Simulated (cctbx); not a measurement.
# Occupancies in Tl2S3

Cell a = 6.2340 Å, b = 6.2340 Å, c = 6.2340 Å, α = 90.00°, β = 90.00°, γ = 90.00°; space group Pn-3m (no. 224, origin choice 1); nominal formula Tl2S3.

The data are simulated with cctbx, not measured: Mo Kα, λ = 0.71073 Å, to d = 0.84 Å, 95 % of the full sphere, strongest reflection 5000 counts, noise from counting, a 3 % proportional error and a noise floor of 8 counts (s.d.); no absorption.

With every site full:

```text
Rint 0.037, 55 unique reflections to 0.85 A
cycle     R1     wR2    GooF  max shift (A)
   1  0.1157  0.2403  16.687   0.00000
   2  0.0281  0.0534   3.706   0.00000
final R1 0.0281 wR2 0.0533 GooF 3.705  parameters 4  data/parameter 13.8
atom        x        y        z      Ueq    occ   su(xyz)  su(Uiso or U11)
Tl1    0.75000  0.25000  0.75000   0.0087  1.000  0.00000  0.0005
S1     0.00000  0.00000  0.50000   0.0541  1.000  0.00000  0.0079
difference map: max 1.07 min -2.28 rms 0.51
Q1    0.0000  0.0000  0.0000    2    1.07  2.70 A from Tl1
Q2    0.1116  0.1116  0.2545   24    0.87  1.22 A from Tl1
Q3    0.1632  0.1632  0.1632    8    0.85  0.94 A from Tl1
Q4    0.2500  0.2500  0.7500    4    0.83  2.70 A from S1
Q5    0.0133  0.3151  0.4286   48    0.70  1.24 A from S1
Q6    0.0825  0.2732  0.2732   24    0.66  1.06 A from Tl1
```

With the occupancies of the suspect sites free, each still typed as its main element:

```text
Rint 0.037, 55 unique reflections to 0.85 A
cycle     R1     wR2    GooF  max shift (A)
   1  0.0912  0.1805  12.662   0.00000
   7  0.0056  0.0122   0.852   0.00000
final R1 0.0056 wR2 0.0121 GooF 0.850  parameters 5  data/parameter 11.0
atom        x        y        z      Ueq    occ   su(xyz)  su(Uiso or U11)
Tl1    0.75000  0.25000  0.75000   0.0084  1.000  0.00000  0.0001
S1     0.00000  0.00000  0.50000   0.0218  0.622  0.00000  0.0021
su of occupancy S1: 0.012
difference map: max 1.35 min -0.79 rms 0.24
Q1    0.0000  0.0000  0.0000    2    1.35  2.70 A from Tl1
Q2    0.1652  0.1652  0.1652    8    1.07  0.92 A from Tl1
Q3    0.1104  0.1104  0.2807   24    0.60  1.25 A from Tl1
Q4    0.2500  0.2500  0.7500    4    0.58  2.70 A from S1
Q5    0.0624  0.1671  0.7052   48    0.52  1.69 A from S1
Q6    0.0335  0.3328  0.3328   24    0.50  1.49 A from S1
```

**Question.** What is the disorder?

X-rays count electrons. S1 refines to 0.622(0.012), or 10.0 electrons; the site truly holds 0.6 S, 9.6 electrons, which is 0.600 of S. A value under 1 can't tell vacancies from a lighter guest, and one over 1 needs a heavier guest; chemistry or a second radiation must settle which. Occupancy correlates with U and the scale, so the match is approximate.

Freeing them takes R1 from 0.0281 to 0.0056 and GooF from 3.71 to 0.85.

The model is made up (kin elements in a known structure type, no relaxation), so it says nothing on whether the phase exists.

[Middle refinement cycles are left out of these outputs.]

[Logs are printed without paths, hosts, clocks, repeated set-up lines and the standing remarks that a program may print on its own settings, such as how far it seeks lower states.]
